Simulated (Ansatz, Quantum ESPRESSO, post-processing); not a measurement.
# Conductance against width: vacuum gaps between two Nb(110) faces, part 4 of 4

Aim: how the conductance falls as the barrier grows, for vacuum gaps between two Nb(110) faces.

Quantum ESPRESSO 7.5; plane-wave DFT, PBE, GBRV ultrasoft pseudopotentials; cross-check by Ansatz 0.2.0 with PAW datasets.

So far. Step 6 (Transmission with pwcond.x, 5 Å): T goes from 0.462 to 0.285, a factor of 1.6. Step 7 (Cross-check with Ansatz, 5 Å): Ansatz finds T = 0.283 against pwcond's 0.285.

## Step 8: SCF with pw.x, 6 Å

Level of this step: plane-wave DFT, PBE, GBRV ultrasoft pseudopotentials (Quantum ESPRESSO 7.5).

Input file j2.scf.in:

```
&control
  prefix = 'j2.scf'
  outdir = './out'
  pseudo_dir = './pseudo'
  calculation = 'scf'
  tprnfor = .true.
/
&system
  ibrav = 0
  nat = 16
  ntyp = 1
  ecutwfc = 40
  ecutrho = 200
  occupations = 'smearing'
  smearing = 'mv'
  degauss = 0.01
/
&electrons
  conv_thr = 1e-07
  mixing_beta = 0.25
  electron_maxstep = 120
  mixing_mode = 'local-TF'
/
ATOMIC_SPECIES
  Nb  92.9064  nb_pbe_v1.uspp.F.UPF
CELL_PARAMETERS angstrom
  3.32000000000000 0.00000000000000 0.00000000000000
  1.66000000000000 2.34759451353934 0.00000000000000
  0.00000000000000 0.00000000000000 41.21391770309007
ATOMIC_POSITIONS crystal
  Nb  0.000000000000 0.000000000000 0.000000000000
  Nb  0.500000000000 0.000000000000 0.056961207388
  Nb  0.000000000000 0.000000000000 0.113922414775
  Nb  0.500000000000 0.000000000000 0.170883622163
  Nb  0.000000000000 0.000000000000 0.227844829550
  Nb  0.500000000000 0.000000000000 0.284806036938
  Nb  0.000000000000 0.000000000000 0.341767244325
  Nb  0.500000000000 0.000000000000 0.398728451713
  Nb  0.000000000000 0.000000000000 0.544310340900
  Nb  0.500000000000 0.000000000000 0.601271548287
  Nb  0.000000000000 0.000000000000 0.658232755675
  Nb  0.500000000000 0.000000000000 0.715193963062
  Nb  0.000000000000 0.000000000000 0.772155170450
  Nb  0.500000000000 0.000000000000 0.829116377837
  Nb  0.000000000000 0.000000000000 0.886077585225
  Nb  0.500000000000 0.000000000000 0.943038792612
K_POINTS automatic
  9 10 1 0 0 0
```

Command:

```console
$ OMP_NUM_THREADS=1 mpirun -n 4 pw.x -nk 4 -in j2.scf.in > j2.scf.out
```

Numbers of over 12 decimals in the logs are rounded to 6 here.

The log of the run:

```text
[banner, memory and clock lines left out]
Program PWSCF v.7.5 starts
[...]
Message from routine setup:
[...]
number of electrons       =       208.00
     number of Kohn-Sham states=          125
     kinetic-energy cutoff     =      40.0000  Ry
     charge density cutoff     =     200.0000  Ry
[...]
number of k points=    46  Marzari-Vanderbilt smearing, width (Ry)=  0.0100
[...]
Dense  grid:   103523 G-vectors     FFT dimensions: (  30,  25, 360)
[...]
Starting wfcs are  208 randomized atomic wfcs
[...]
estimated scf accuracy    <      36.80462232 Ry
[...]
estimated scf accuracy    <      12.04897936 Ry
[...]
estimated scf accuracy    <       1.09335065 Ry
[...]
estimated scf accuracy    <       1.65878292 Ry
[...]
estimated scf accuracy    <       0.02373714 Ry
[...]
estimated scf accuracy    <       0.05740083 Ry
[...]
estimated scf accuracy    <       0.00217009 Ry
[...]
estimated scf accuracy    <       0.02885787 Ry
[...]
estimated scf accuracy    <       0.00195548 Ry
[...]
estimated scf accuracy    <       0.00078198 Ry
[...]
estimated scf accuracy    <       0.00011963 Ry
[...]
estimated scf accuracy    <       0.00008434 Ry
[...]
estimated scf accuracy    <       0.00000279 Ry
[...]
estimated scf accuracy    <       0.00000414 Ry
[...]
estimated scf accuracy    <       0.00000038 Ry
[...]
estimated scf accuracy    <       0.00000038 Ry
[...]
the Fermi energy is    15.7783 ev
!    total energy              =   -1886.76467141 Ry
     estimated scf accuracy    <       0.00000003 Ry
     smearing contrib. (-TS)   =       0.00285606 Ry
     internal energy E=F+TS    =   -1886.76752747 Ry
[...]
one-electron contribution =   -2309.58014623 Ry
     hartree contribution      =    1249.36293267 Ry
     xc contribution           =    -294.57923323 Ry
     ewald contribution        =    -531.97108067 Ry
     convergence has been achieved in  17 iterations
[...]
Total force =     0.028174     Total SCF correction =     0.001246
[...]
```

Run time: 11 min. Hardware: 4 MPI ranks of Arm Neoverse V1, shared host; peak memory 1.8 GiB; 45 min of CPU time.

Read from the output:

```
free energy  : -25670.7411 eV
Fermi energy : 15.78 eV
```

## Step 9: The open system, 6 Å

Input file j2.cond.in:

```
&inputcond
  outdir = './out'
  prefixt = 'j2.scf'
  tran_file = 'j2.cond.dat'
  bdl = 1.4142135633
  bds = 12.4138306325
  ikind = 1
  ewind = 4.0
  epsproj = 1e-05
  nz1 = 7
  energy0 = 0.4
  denergy = -0.4
/
21
  0.00000000 0.00000000 0.01562500
  0.00000000 0.12500000 0.03125000
  0.00000000 0.25000000 0.03125000
  0.00000000 0.37500000 0.03125000
  0.00000000 0.50000000 0.01562500
  0.12500000 0.00000000 0.06250000
  0.12500000 0.25000000 0.06250000
  0.12500000 0.37500000 0.06250000
  0.12500000 0.50000000 0.06250000
  0.25000000 0.00000000 0.06250000
  0.25000000 0.12500000 0.03125000
  0.25000000 0.37500000 0.06250000
  0.25000000 0.50000000 0.06250000
  0.25000000 0.62500000 0.03125000
  0.37500000 0.00000000 0.06250000
  0.37500000 0.12500000 0.06250000
  0.37500000 0.50000000 0.06250000
  0.37500000 0.62500000 0.06250000
  0.50000000 0.00000000 0.03125000
  0.50000000 0.12500000 0.06250000
  0.50000000 0.25000000 0.03125000
3
```

Command:

```console
$ OMP_NUM_THREADS=1 mpirun -n 4 pwcond.x -in j2.cond.in > j2.cond.out
```

The log of the run:

```text
[banner, memory and clock lines left out]
Program PWCOND v.7.5 starts
[citation notice left out]

[...]
./out/j2.scf.save/

     IMPORTANT: XC functional enforced from input :
     Exchange-correlation= PBE
                           (   1   4   3   4   0   0   0)
     Any further DFT definition will be discarded
     Please, verify this is what you really want

     Check: negative core charge=   -0.000002
     Reading collected, re-writing distributed wavefunctions

===== INPUT FILE containing all the regions =====

     GEOMETRY:

[...]
---  E-Ef =   -0.4000000  k =    0.5000000   0.2500000
---  ie =          3  ik =         21
 Nchannels of the left tip =            1
 Right moving states:
   k1(2pi/a)   k2(2pi/a)   E-Ef (eV)
   0.3756295   0.0000109  -0.4000000
 Left moving states:
   k1(2pi/a)   k2(2pi/a)   E-Ef (eV)
  -0.3756301   0.0000109  -0.4000000

 to transmit
 Band j to band i transmissions and reflections:
    j         i     |T_ij|^2    |R_ij|^2

    1 -->     1     0.00156     0.99844
   Total T_j, R_j =    0.00156  0.99844

E-Ef(ev), T(x2 spins) =   -0.4000000   0.0031228
   T_tot     0.40000      0.86229E-01
   T_tot     0.00000      0.22754E+00
   T_tot    -0.40000      0.34167E+00

[...]
```

Run time: 2.1 min. Hardware: 4 MPI ranks; peak memory 0.31 GiB; 8.5 min of CPU time.

This step gave:

* lead channels at the Fermi level, one spin: 1.641
* transmission at the Fermi level, one spin: 0.1138
* conductance: 0.1138 G₀

Per spin; mean over the k mesh across the current. Transmission, zone mean against energy, zero at the Fermi level:

```csv
energy (eV),"transmission, zone mean"
-0.400,0.171
0.000,0.114
0.400,0.0431
```

At 0.000 eV; k in fractions of b1, b2. Transmission by k point:

```csv
k1,k2,weight,t,channels
0,0,0.01562,0.2788,3
0,0.125,0.03125,0.9599,3
0,0.25,0.03125,8.00e-7,1
0,0.375,0.03125,0.004919,2
0,0.5,0.01562,3.91e-4,2
0.125,0,0.0625,0.5804,3
0.125,0.25,0.0625,0.2953,2
0.125,0.375,0.0625,0.1376,1
0.125,0.5,0.0625,4.93e-4,2
0.25,0,0.0625,0,0
0.25,0.125,0.03125,0.395,3
0.25,0.375,0.0625,0,0
0.25,0.5,0.0625,6.54e-4,1
0.25,0.625,0.03125,8.01e-4,2
0.375,0,0.0625,0.0264,2
0.375,0.125,0.0625,0.003834,1
0.375,0.5,0.0625,0.004764,2
0.375,0.625,0.0625,0.006799,1
0.5,0,0.03125,0.004069,2
0.5,0.125,0.0625,0.008687,3
0.5,0.25,0.03125,0.006729,1
```

The run is unpolarised; a magnetic state was not tried, may lie lower and would change T.

T goes from 0.285 to 0.114, a factor of 2.5.

## Step 10: The same in Ansatz, 6 Å

Level of this step: plane-wave DFT, PBE, Ansatz PAW (Ansatz 0.2.0).

Input file input.yaml:

```yaml
crystal:
  lattice:
    - [3.32, 0.0, 0.0]
    - [1.66, 2.3475945135, 0.0]
    - [0.0, 0.0, 41.2139177031]
  atoms:
    - { symbol: Nb, position: [0.0, 0.0, 0.0] }
    - { symbol: Nb, position: [0.5, 0.0, 0.0569612074] }
    - { symbol: Nb, position: [0.0, 0.0, 0.1139224148] }
    - { symbol: Nb, position: [0.5, 0.0, 0.1708836222] }
    - { symbol: Nb, position: [0.0, 0.0, 0.2278448296] }
    - { symbol: Nb, position: [0.5, 0.0, 0.2848060369] }
    - { symbol: Nb, position: [0.0, 0.0, 0.3417672443] }
    - { symbol: Nb, position: [0.5, 0.0, 0.3987284517] }
    - { symbol: Nb, position: [0.0, 0.0, 0.5443103409] }
    - { symbol: Nb, position: [0.5, 0.0, 0.6012715483] }
    - { symbol: Nb, position: [0.0, 0.0, 0.6582327557] }
    - { symbol: Nb, position: [0.5, 0.0, 0.7151939631] }
    - { symbol: Nb, position: [0.0, 0.0, 0.7721551704] }
    - { symbol: Nb, position: [0.5, 0.0, 0.8291163778] }
    - { symbol: Nb, position: [0.0, 0.0, 0.8860775852] }
    - { symbol: Nb, position: [0.5, 0.0, 0.9430387926] }
kpoints:
  mp_grid: { grid: [9, 10, 1] }
hamiltonian:
  xc: pbe
scf:
  occupations: { method: fermi_dirac, width: 0.1 }
  convergence: { dr2_threshold: 1.0e-08 }
output:
  transmission: { leads: [[0, 2]], e_range: [-0.4, 0.4], de: 0.4, kmesh: [8, 8] }
  write_potential: true
  write_density: true
  volumetric_format: npy
  elf: true
```

Command:

```console
$ ansatz run input.yaml --threads 4 --pin off --max-ram 16384MiB --backend cpu --events-out ev --progress --plain --runs-dir out
```

The log of the run:

```text
[...]
Crystal: 16 atoms, lattice volume = 321.222 Å³
Basis set: ecut = 420 eV, 6291 PW (Γ)
Bands: 125, of which v1, the nominal top of the filled ones, is band 104 counted from 1 (103 counted from 0)
Symmetry: 4 space group operations
k-points: 46 of 90
[...]
k-point 45: bands = [... 100 lower, 15.4758, 15.6030, 15.7988, 15.8941, 16.2097, 16.2452, 16.5543, 16.5762, ... 17 higher]
--- Transmission ---
  basis      : 67 plane waves across, 72 finite elements along
  points     : 34, standing for a mesh of 8 x 8
[...]
channels       : 1.671875e0 a spin
[...]
slowest decay  : 0.1024 /Å at (-0.2500, 0.1250)
  junction   : crystal 0 to crystal 0, -0.48 to 36.04 Å
    transmission   : 1.151350e-1 a spin
[...]
[key lines of the parts left out:]
SCF converged after 9 iterations
Free energy (F): -72834.820974 eV
Fermi energy:    15.627557 eV
```

It took 56 s on 4 threads; peak memory 1.8 GiB; 3.4 min of CPU time.

Numbers from this step:

- free energy: -72834.8210 eV
- energy at zero smearing: -72834.4204 eV
- smearing term TS: 0.8012 eV
- Fermi energy: 15.63 eV
- transmission at the Fermi level, one spin: 0.1151
- lead channels at the Fermi level, one spin: 1.672

Per spin; mean over the k mesh across the current. Transmission, zone mean against energy, zero at the Fermi level:

```csv
energy (eV),"transmission, zone mean"
-0.400,0.187
0.000,0.115
0.400,0.0421
```

Ansatz finds T = 0.115 against pwcond's 0.114.

## Step 11: Ground state, 7 Å

Level of this step: plane-wave DFT, PBE, GBRV ultrasoft pseudopotentials (Quantum ESPRESSO 7.5).

Input file j3.scf.in:

```
&control
  prefix = 'j3.scf'
  outdir = './out'
  pseudo_dir = './pseudo'
  calculation = 'scf'
  tprnfor = .true.
/
&system
  ibrav = 0
  nat = 16
  ntyp = 1
  ecutwfc = 40
  ecutrho = 200
  occupations = 'smearing'
  smearing = 'mv'
  degauss = 0.01
/
&electrons
  conv_thr = 1e-07
  mixing_beta = 0.25
  electron_maxstep = 120
  mixing_mode = 'local-TF'
/
ATOMIC_SPECIES
  Nb  92.9064  nb_pbe_v1.uspp.F.UPF
CELL_PARAMETERS angstrom
  3.32000000000000 0.00000000000000 0.00000000000000
  1.66000000000000 2.34759451353934 0.00000000000000
  0.00000000000000 0.00000000000000 42.21391770309006
ATOMIC_POSITIONS crystal
  Nb  0.000000000000 0.000000000000 0.000000000000
  Nb  0.500000000000 0.000000000000 0.055611860762
  Nb  0.000000000000 0.000000000000 0.111223721525
  Nb  0.500000000000 0.000000000000 0.166835582287
  Nb  0.000000000000 0.000000000000 0.222447443050
  Nb  0.500000000000 0.000000000000 0.278059303812
  Nb  0.000000000000 0.000000000000 0.333671164574
  Nb  0.500000000000 0.000000000000 0.389283025337
  Nb  0.000000000000 0.000000000000 0.555105113901
  Nb  0.500000000000 0.000000000000 0.610716974663
  Nb  0.000000000000 0.000000000000 0.666328835426
  Nb  0.500000000000 0.000000000000 0.721940696188
  Nb  0.000000000000 0.000000000000 0.777552556950
  Nb  0.500000000000 0.000000000000 0.833164417713
  Nb  0.000000000000 0.000000000000 0.888776278475
  Nb  0.500000000000 0.000000000000 0.944388139238
K_POINTS automatic
  9 10 1 0 0 0
```

Command:

```console
$ OMP_NUM_THREADS=1 mpirun -n 4 pw.x -nk 4 -in j3.scf.in > j3.scf.out
```

The log of the run:

```text
[banner, memory and clock lines left out]
Program PWSCF v.7.5 starts
[...]
Message from routine setup:
[...]
number of electrons       =       208.00
     number of Kohn-Sham states=          125
     kinetic-energy cutoff     =      40.0000  Ry
     charge density cutoff     =     200.0000  Ry
[...]
number of k points=    46  Marzari-Vanderbilt smearing, width (Ry)=  0.0100
[...]
Dense  grid:   106083 G-vectors     FFT dimensions: (  30,  25, 360)
[...]
Starting wfcs are  208 randomized atomic wfcs
[...]
estimated scf accuracy    <      36.83199029 Ry
[...]
estimated scf accuracy    <      12.28700886 Ry
[...]
estimated scf accuracy    <       1.14503156 Ry
[...]
estimated scf accuracy    <       2.01519621 Ry
[...]
estimated scf accuracy    <       0.04028428 Ry
[...]
estimated scf accuracy    <       0.05969928 Ry
[...]
estimated scf accuracy    <       0.01026128 Ry
[...]
estimated scf accuracy    <       0.05208466 Ry
[...]
estimated scf accuracy    <       0.00388961 Ry
[...]
estimated scf accuracy    <       0.00026722 Ry
[...]
estimated scf accuracy    <       0.00033206 Ry
[...]
estimated scf accuracy    <       0.00001975 Ry
[...]
estimated scf accuracy    <       0.00000346 Ry
[...]
estimated scf accuracy    <       0.00000729 Ry
[...]
estimated scf accuracy    <       0.00000099 Ry
[...]
the Fermi energy is    15.2949 ev
!    total energy              =   -1886.76332714 Ry
     estimated scf accuracy    <       0.00000004 Ry
     smearing contrib. (-TS)   =       0.00288803 Ry
     internal energy E=F+TS    =   -1886.76621517 Ry
[...]
one-electron contribution =   -3484.84694208 Ry
     hartree contribution      =    1833.31298641 Ry
     xc contribution           =    -294.57829558 Ry
     ewald contribution        =      59.34603608 Ry
     convergence has been achieved in  16 iterations
[...]
Total force =     0.030734     Total SCF correction =     0.000715
[...]
```

It took 11 min on 4 MPI ranks; peak memory 1.9 GiB; 45 min of CPU time.

This step gave:

* free energy: -25670.7228 eV
* Fermi energy: 15.29 eV

## Step 12: Transmission with pwcond.x, 7 Å

j3.cond.in, as its differences from the input of step 9:

```diff
@@ -2,6 +2,6 @@
   outdir = './out'
-  prefixt = 'j2.scf'
-  tran_file = 'j2.cond.dat'
+  prefixt = 'j3.scf'
+  tran_file = 'j3.cond.dat'
   bdl = 1.4142135633
-  bds = 12.4138306325
+  bds = 12.7150354518
   ikind = 1
```

Command:

```console
$ OMP_NUM_THREADS=1 mpirun -n 4 pwcond.x -in j3.cond.in > j3.cond.out
```

The log of the run:

```text
[banner, memory and clock lines left out]
Program PWCOND v.7.5 starts
[citation notice left out]

[...]
./out/j3.scf.save/

     IMPORTANT: XC functional enforced from input :
     Exchange-correlation= PBE
                           (   1   4   3   4   0   0   0)
     Any further DFT definition will be discarded
     Please, verify this is what you really want

     Check: negative core charge=   -0.000002
     Reading collected, re-writing distributed wavefunctions

===== INPUT FILE containing all the regions =====

     GEOMETRY:

[...]
---  E-Ef =   -0.4000000  k =    0.5000000   0.2500000
---  ie =          3  ik =         21
 Nchannels of the left tip =            1
 Right moving states:
   k1(2pi/a)   k2(2pi/a)   E-Ef (eV)
   0.3752749   0.0000175  -0.4000000
 Left moving states:
   k1(2pi/a)   k2(2pi/a)   E-Ef (eV)
  -0.3752741   0.0000175  -0.4000000

 to transmit
 Band j to band i transmissions and reflections:
    j         i     |T_ij|^2    |R_ij|^2

    1 -->     1     0.00012     0.99988
   Total T_j, R_j =    0.00012  0.99988

E-Ef(ev), T(x2 spins) =   -0.4000000   0.0002320
   T_tot     0.40000      0.19443E-01
   T_tot     0.00000      0.74283E-01
   T_tot    -0.40000      0.10403E+00

[...]
```

Elapsed: 2.1 min, on 4 MPI ranks; peak memory 0.31 GiB; 8.5 min of CPU time.

This step gave:

| Property | Result |
| --- | --- |
| lead channels at the Fermi level, one spin | 1.641 |
| transmission at the Fermi level, one spin | 0.03714 |
| conductance | 0.03714 G₀ |

Per spin; mean over the k mesh across the current. The transmission, zone mean by energy, zero at the Fermi level:

```csv
energy (eV),"transmission, zone mean"
-0.400,0.0520
0.000,0.0371
0.400,0.00972
```

The run is unpolarised; a magnetic state was not tried, may lie lower and would change T.

T goes from 0.114 to 0.0371, a factor of 3.1.

## Step 13: The same in Ansatz, 7 Å

Level of this step: plane-wave DFT, PBE, Ansatz PAW (Ansatz 0.2.0).

input.yaml, the sections that differ from step 10:

```yaml
crystal:
  lattice:
    - [3.32, 0.0, 0.0]
    - [1.66, 2.3475945135, 0.0]
    - [0.0, 0.0, 42.2139177031]
  atoms:
    - { symbol: Nb, position: [0.0, 0.0, 0.0] }
    - { symbol: Nb, position: [0.5, 0.0, 0.0556118608] }
    - { symbol: Nb, position: [0.0, 0.0, 0.1112237215] }
    - { symbol: Nb, position: [0.5, 0.0, 0.1668355823] }
    - { symbol: Nb, position: [0.0, 0.0, 0.222447443] }
    - { symbol: Nb, position: [0.5, 0.0, 0.2780593038] }
    - { symbol: Nb, position: [0.0, 0.0, 0.3336711646] }
    - { symbol: Nb, position: [0.5, 0.0, 0.3892830253] }
    - { symbol: Nb, position: [0.0, 0.0, 0.5551051139] }
    - { symbol: Nb, position: [0.5, 0.0, 0.6107169747] }
    - { symbol: Nb, position: [0.0, 0.0, 0.6663288354] }
    - { symbol: Nb, position: [0.5, 0.0, 0.7219406962] }
    - { symbol: Nb, position: [0.0, 0.0, 0.777552557] }
    - { symbol: Nb, position: [0.5, 0.0, 0.8331644177] }
    - { symbol: Nb, position: [0.0, 0.0, 0.8887762785] }
    - { symbol: Nb, position: [0.5, 0.0, 0.9443881392] }
# kpoints, hamiltonian, scf, output: as in step 10
```

Command:

```console
$ ansatz run input.yaml --threads 4 --pin off --max-ram 16384MiB --backend cpu --events-out ev --progress --plain --runs-dir out
```

The log of the run:

```text
[...]
Crystal: 16 atoms, lattice volume = 329.016 Å³
Basis set: ecut = 420 eV, 6439 PW (Γ)
Bands: 125, of which v1, the nominal top of the filled ones, is band 104 counted from 1 (103 counted from 0)
Symmetry: 4 space group operations
k-points: 46 of 90
[...]
k-point 45: bands = [... 100 lower, 15.0023, 15.1275, 15.3287, 15.4252, 15.7319, 15.7662, 16.0876, 16.1077, ... 17 higher]
--- Transmission ---
  basis      : 67 plane waves across, 71 finite elements along
  points     : 34, standing for a mesh of 8 x 8
[...]
channels       : 1.671875e0 a spin
[...]
slowest decay  : 0.1023 /Å at (-0.2500, 0.1250)
  junction   : crystal 0 to crystal 0, -0.48 to 37.04 Å
    transmission   : 3.291587e-2 a spin
[...]
[key lines of the parts left out:]
SCF converged after 10 iterations
Free energy (F): -72834.799204 eV
Fermi energy:    15.152970 eV
```

It took 60 s on 4 threads; peak memory 1.9 GiB; 3.7 min of CPU time.

Read from the output:

* free energy: -72834.7992 eV
* energy at zero smearing: -72834.3997 eV
* smearing term TS: 0.7990 eV
* Fermi energy: 15.15 eV
* transmission at the Fermi level, one spin: 0.03292
* lead channels at the Fermi level, one spin: 1.672

Per spin; mean over the k mesh across the current. The transmission, zone mean by energy, zero at the Fermi level:

```csv
energy (eV),"transmission, zone mean"
-0.400,0.0472
0.000,0.0329
0.400,0.00797
```

Ansatz finds T = 0.0329 against pwcond's 0.0371.

## Step 14: The series side by side

All levels:

```csv
level,T by pwcond,T by Ansatz,lead channels,CPU time (s)
4 Å,0.4618,0.4569,1.641,2780
5 Å,0.2852,0.2835,1.641,2719
6 Å,0.1138,0.1151,1.641,3213
7 Å,0.03714,0.03292,1.641,3185
```

## Step 15: By hand

For the narrowest barrier, the Landauer sum over the mesh, Σ w T = 0.0625 × 0.927 + 0.0625 × 0.844 + 0.0625 × 0.7 + … = 0.4618.

G = 0.462 × 77.48 µS = 35.8 µS a cell. Times the area of 7.794 Å², the resistance-area product is A/G = 2.18 fΩ m², the leads' contact resistance included.

κ = ln(T₁/T₂)/(2Δd) = ln(0.1138/0.03714)/(2 × 1 Å) = 0.56 1/Å.

## Step 16: What came out

```
conductance a cell at 4 Å                 : 0.462 G₀
conductance a cell at 5 Å                 : 0.285 G₀
conductance a cell at 6 Å                 : 0.114 G₀
conductance a cell at 7 Å                 : 0.0371 G₀
fall of ln T per Å over the last interval : 1.12
```

**Reading.** The conductance goes from 0.462 G₀ at 4 Å to 0.0371 G₀ at 7 Å (PBE, GBRV ultrasoft). Interval by interval ln T falls by 0.48, 0.92 and 1.12 per Å: the decay still steepens, so it isn't yet a plain exponential. Even at the widest gap some points across still pass up to 0.65, so the fall of the mean gives no barrier height. Ansatz follows the series within a factor of 1.13. Points with over 2.5 times the mean carry up to 85 % of T, so the means lean on few points, and the mesh was not tested. The geometries are as built, not relaxed, and the leads are short. Semilocal functionals lack the image potential in a vacuum gap.

[Logs are printed without paths, hosts, clocks, repeated set-up lines and the standing remarks that a program may print on its own settings, such as how far it seeks lower states.]

[Hosts, paths, dates, database ids (printed as entryN), source tags and the programs' standing remarks are cut or masked in the printed files.]

[Maps of the electrostatic potential energy from Ansatz leave out the sawtooth potential of an applied field or a dipole correction, so their vacuum need not be flat; planar profiles and work functions include it.]
